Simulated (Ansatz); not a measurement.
# Bands, cutoff and cost in G0W0 for BN (Qingsongite), part 2 of 2

Wanted: a G0W0 gap for BN (Qingsongite) that is converged in bands and cutoff, or an estimate of the limit.

Ansatz 0.2.0; G0W0 on PBE, plane waves, PAW; PAW set soft_1. Known limits of the many-body steps: not at the basis limit; coarse k mesh.

So far. Step 4 (75 empty bands, screening to 200 eV): Against the run with 8×8×8 mesh, 35 empty bands, screening to 120 eV, PAW set soft_1 files, the gap moves by +0.20 eV. Step 5 (Changing the k mesh: 6×6×6 mesh, 35 empty bands …): Against the run with 8×8×8 mesh, 35 empty bands, screening to 120 eV, PAW set soft_1 files, the gap moves by −0.001 eV.

## 6. Changing the frequency model: 8×8×8 mesh, 35 empty bands, screening to 120 eV, plasmon pole, PAW set soft_1 files

A plasmon pole stands in for the full frequency dependence of the screening; this run shows what that costs in accuracy.

input.yaml reads:

```yaml
crystal:
  lattice:
    - [0.0, 1.8075, 1.8075]
    - [1.8075, 0.0, 1.8075]
    - [1.8075, 1.8075, 0.0]
  atoms:
    - { symbol: B, position: [0.0, 0.0, 0.0] }
    - { symbol: "N", position: [0.25, 0.25, 0.25] }
kpoints:
  mp_grid: { grid: [8, 8, 8] }
hamiltonian:
  xc: pbe
  pseudopotentials: { kind: paw, azcp: { folder: soft_1 } }
scf:
  occupations: { method: fixed }
gw:
  n_empty_bands: 35
  ecut_chi: 120
  qp_bands: [v2, c2]
  qp_kpoints: band_edges
  screening: { model: godby_needs }
```

Started as:

```bash
ansatz run input.yaml --threads 3 --pin off --max-ram 92160MiB --backend cuda --events-out ev --progress --plain --runs-dir out --devices 1 --max-vram 13GiB
```

Numbers of over 12 decimals in the logs are rounded to 6 here.

The program printed:

```text
GPUs: using 1 of 1 available (devices: 1).
[...]
GPU FFT provider: cuFFT
GPU libraries: cuBLAS 13.8.2, cuFFT 12.4.0, cuSOLVER 12.3.4
Crystal: 2 atoms, lattice volume = 11.810 Å³
Basis set: ecut = 420 eV, 259 PW (Γ)
Bands: 8, of which v1, the nominal top of the filled ones, is band 4 counted from 1 (3 counted from 0)
Symmetry: 24 space group operations
[...]
k-points: 29 of 512 (time reversal used)
[...]
1     6     20.5650    -8.0587    -5.4097   -14.9582  0.8406    22.0631    22.0548  root
[...]
23     3      6.3444   -22.6411     4.0996   -17.3688  0.8177     5.1657     5.1717  root
    23     4      7.7197   -22.0573     3.6337   -17.4346  0.8235     6.7269     6.7307  root
    23     5     20.7661    -7.9987    -5.2391   -14.4877  0.8431    22.0218    22.0159  root
    23     6     22.3428    -8.4695    -5.7645   -15.6212  0.8355    23.7381    23.7300  root
[key lines of the parts left out:]
SCF converged after 6 iterations
Free energy (F): -542.279054 eV
Fermi energy:    11.169687 eV
```

Wall time 24 s (1 × NVIDIA H100 80GB HBM3 (shared by 6 runs) with 3 threads of AMD EPYC 7R13 (Zen 3), shared host); peak memory 0.95 GiB; 18 s of CPU time.

This step gave:

- bands summed: 39
- plasmon-pole fit frequency: 30.56 eV
- RPA ε∞ on this mesh (eigenvalues): 4.471, 4.471, 4.471
- plane waves in the screening matrix: 27
- G0W0 gap on the mesh: 5.863 eV
- k of the valence top: 0, 0, 0
- k of the conduction bottom: 0, -0.5, -0.5
- starting gap on the mesh: 4.466 eV
- least direct G0W0 gap on the computed points: 10.86 eV

Against the run with 8×8×8 mesh, 35 empty bands, screening to 120 eV, PAW set soft_1 files, the gap moves by −0.03 eV.

## 7. Changing the files: 8×8×8 mesh, 35 empty bands, screening to 120 eV, hard PAW files

Other atomic data (hard PAW) test the pseudisation: the cutoff goes from 420 to 870 eV, with the same valence electrons.

This step: G0W0 on PBE, plane waves, PAW.

input.yaml, the sections that differ from step 6:

```yaml
hamiltonian:
  xc: pbe
  pseudopotentials: { kind: paw, source: ansatz }
gw:
  n_empty_bands: 35
  ecut_chi: 120
  qp_bands: [v2, c2]
  qp_kpoints: band_edges
  screening: { model: contour_deformation }
# crystal, kpoints, scf: as in step 6
```

The program printed:

```text
GPUs: using 1 of 1 available (devices: 1).
[...]
GPU FFT provider: cuFFT
GPU libraries: cuBLAS 13.8.2, cuFFT 12.4.0, cuSOLVER 12.3.4
Crystal: 2 atoms, lattice volume = 11.810 Å³
Basis set: ecut = 870 eV, 701 PW (Γ)
Bands: 8, of which v1, the nominal top of the filled ones, is band 4 counted from 1 (3 counted from 0)
Symmetry: 24 space group operations
[...]
k-points: 29 of 512 (time reversal used)
[...]
1     6     20.5596    -8.0556    -5.4389   -14.9387  0.8363    22.0143    22.0039  root
[...]
23     3      6.3372   -22.6377     4.0771   -17.3696  0.8096     5.1370     5.1462  root
    23     4      7.7121   -22.0554     3.5964   -17.4369  0.8180     6.6843     6.6900  root
    23     5     20.7592    -7.9916    -5.2708   -14.4767  0.8383    21.9808    21.9734  root
    23     6     22.3459    -8.4512    -5.7988   -15.5934  0.8286    23.7003    23.6894  root
[key lines of the parts left out:]
SCF converged after 6 iterations
Free energy (F): -542.263604 eV
Fermi energy:    11.162091 eV
```

Run time: 24 s. Hardware: 1 × NVIDIA H100 80GB HBM3 (shared by 6 runs) with 3 threads; peak memory 0.98 GiB.

Numbers from this step:

* bands summed: 39
* RPA ε∞ on this mesh (eigenvalues): 4.469, 4.469, 4.469
* plane waves in the screening matrix: 27
* G0W0 gap on the mesh: 5.903 eV
* k of the valence top: 0, 0, 0
* k of the conduction bottom: 0, -0.5, -0.5
* starting gap on the mesh: 4.467 eV
* least direct G0W0 gap on the computed points: 10.87 eV

Against the run with 8×8×8 mesh, 35 empty bands, screening to 120 eV, PAW set soft_1 files, the gap moves by +0.008 eV.

## 8. Side by side

Times are wall times on 1 × NVIDIA H100 80GB HBM3 (shared by 6 runs) with 3 threads of AMD EPYC 7R13 (Zen 3), shared host, good to a factor of about two.

```tsv
mesh	files	frequency	bands summed	cutoff (eV)	start (eV)	G0W0 (eV)	time	host memory (GiB)
8×8×8	PAW set soft_1	contour deformation	16	60	4.466	5.620	23 s	0.93
8×8×8	PAW set soft_1	contour deformation	39	120	4.466	5.895	16 s	0.97
8×8×8	PAW set soft_1	contour deformation	79	200	4.466	6.097	26 s	0.97
6×6×6	PAW set soft_1	contour deformation	39	120	4.465	5.894	13 s	0.96
8×8×8	PAW set soft_1	plasmon pole	39	120	4.466	5.863	24 s	0.95
8×8×8	hard PAW	contour deformation	39	120	4.467	5.903	24 s	0.98
```

How the two edges are built up, in eV (the quasiparticle level is the starting level plus Σx plus Σc less Vxc):

```tsv
run	edge	start	Σx	Σc	Vxc	Z	QP
16 bands	valence top	11.17	-22.85	3.59	-19.29	0.84	11.19
16 bands	conduction bottom	15.64	-8.04	-4.06	-13.29	0.86	16.81
39 bands	valence top	11.17	-22.85	2.92	-19.29	0.83	10.52
39 bands	conduction bottom	15.64	-8.04	-4.46	-13.29	0.85	16.42
79 bands	valence top	11.17	-22.85	2.55	-19.29	0.82	10.16
79 bands	conduction bottom	15.64	-8.04	-4.62	-13.29	0.85	16.25
```

## 9. Outcome

| Quantity | Value |
| --- | --- |
| 16 bands, 60 eV | 5.620 eV |
| 39 bands, 120 eV | 5.895 eV |
| 79 bands, 200 eV | 6.097 eV |
| estimated limit in bands and cutoff | 6.29 eV |
| mesh and start | 8×8×8, PBE |

**Reading.** A line in one over the bands through the two highest rungs gives 6.29 eV, +0.20 eV from the top rung; the pair below gives 6.09 eV, so the estimate is still climbing. The rungs stand 0.67 eV (16 bands), 0.40 eV (39 bands) and 0.20 eV (79 bands) from it. From 16 to 79 bands the gap moves by +0.48 eV. Σc changes by −1.04 eV at the valence top and −0.56 eV at the conduction bottom, so both edges matter. On the 6×6×6 mesh in place of 8×8×8 the gap differs by −0.001 eV, of which −0.002 eV is already in the start. The plasmon-pole model gives −0.03 eV against contour deformation, 2 % of the correction, and saved no time in this program. Hard PAW files move the gap by +0.01 eV at equal bands and cutoff, +0.001 eV of it in the start.

[Paths, hosts, dates, memory and timing lines, banners, echoed tables and standing remarks are left out of the program output.]

[Logs are printed without paths, hosts, clocks, repeated set-up lines and the standing remarks that a program may print on its own settings, such as how far it seeks lower states.]

[Runs of the session that timed out or met a known fault of the program may be left out.]

[Cells called generated may have been cut or substituted from an entry of the Crystallography Open Database or the Materials Project.]

[Hosts, paths, dates, database ids (printed as entryN), source tags and the programs' standing remarks are cut or masked in the printed files.]
